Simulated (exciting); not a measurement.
Consider LuTlSe2, space group R-3m.

```xyz
4
Lattice="2.0395 1.1775 7.7383 -2.0395 1.1775 7.7383 0.0000 -2.3551 7.7383" Properties=species:S:1:pos:R:3 pbc="T T T"
Tl    0.0000    0.0000   11.6075
Lu    0.0000    0.0000    0.0000
Se    0.0000    0.0000    6.1953
Se    0.0000    0.0000   17.0196
```

Absorber: atom 3, with 3 Lu at 2.82 Å and 3 Tl at 3.31 Å (distorted octahedral, site symmetry 3m). Method: exciting, all-electron LAPW+lo, LDA, exchange and screened direct term (singlet BSE), 3×3×3 shifted k points, 43 conduction bands, |G+q| up to 3 bohr⁻¹, full RPA screening with nempty = 75, Lorentzian half width 1.17 eV.

Predict the Se K near-edge structure at this level.

Bound core exciton? Undecided on this mesh: the first bright state (over 5 % of the brightest) lies at -0.41 eV from the Kohn–Sham onset. Maxima (height): 3.8 eV (1.00).

Energy from the Kohn–Sham onset, core level to the lowest empty state found on the meshes used; Im ε in relative units:

```
E (eV)  Im ε
  -8.5  0.03
  -8.0  0.03
  -7.5  0.03
  -7.0  0.03
  -6.5  0.04
  -6.0  0.04
  -5.5  0.05
  -5.0  0.05
  -4.5  0.06
  -4.0  0.07
  -3.5  0.09
  -3.0  0.10
  -2.5  0.13
  -2.0  0.17
  -1.5  0.22
  -1.0  0.31
  -0.5  0.42
   0.0  0.53
   0.5  0.61
   1.0  0.68
   1.5  0.75
   2.0  0.81
   2.5  0.85
   3.0  0.91
   3.5  0.99
   4.0  0.99
   4.5  0.90
   5.0  0.79
   5.5  0.69
   6.0  0.60
   6.5  0.53
   7.0  0.49
   7.5  0.47
   8.0  0.47
   8.5  0.47
   9.0  0.46
   9.5  0.45
  10.0  0.44
  10.5  0.43
  11.0  0.43
  11.5  0.43
  12.0  0.43
  12.5  0.43
  13.0  0.42
  13.5  0.41
  14.0  0.40
  14.5  0.40
  15.0  0.40
  15.5  0.40
  16.0  0.39
  16.5  0.40
  17.0  0.40
  17.5  0.40
  18.0  0.39
  18.5  0.37
  19.0  0.34
  19.5  0.32
```

With 27 k points the binding energies are rough, and fine structure above the first lines is partly noise of the mesh. The kernel cutoff is low for a compact core orbital, so the effect of exchange is a lower bound. The zero comes from the shifted mesh, which comes near the band minimum without meeting it. The Kohn–Sham onset, 12474 eV, is no photon energy (tabulated edge of the element: 12658 eV): the scale needs a rigid shift. No quasiparticle correction widens the gap or stretches the bands. Vibrations and energy-dependent lifetimes are left out. The structure is a Materials Project entry, computed there, and may be a hypothetical form.

[Banner, clock and machine lines of the logs are left out without a mark of their own.]

[Logs are printed without paths, hosts, clocks, repeated set-up lines and the standing remarks that a program may print on its own settings, such as how far it seeks lower states.]

[Hosts, paths, dates, database ids (printed as entryN), source tags and the programs' standing remarks are cut or masked in the printed files.]
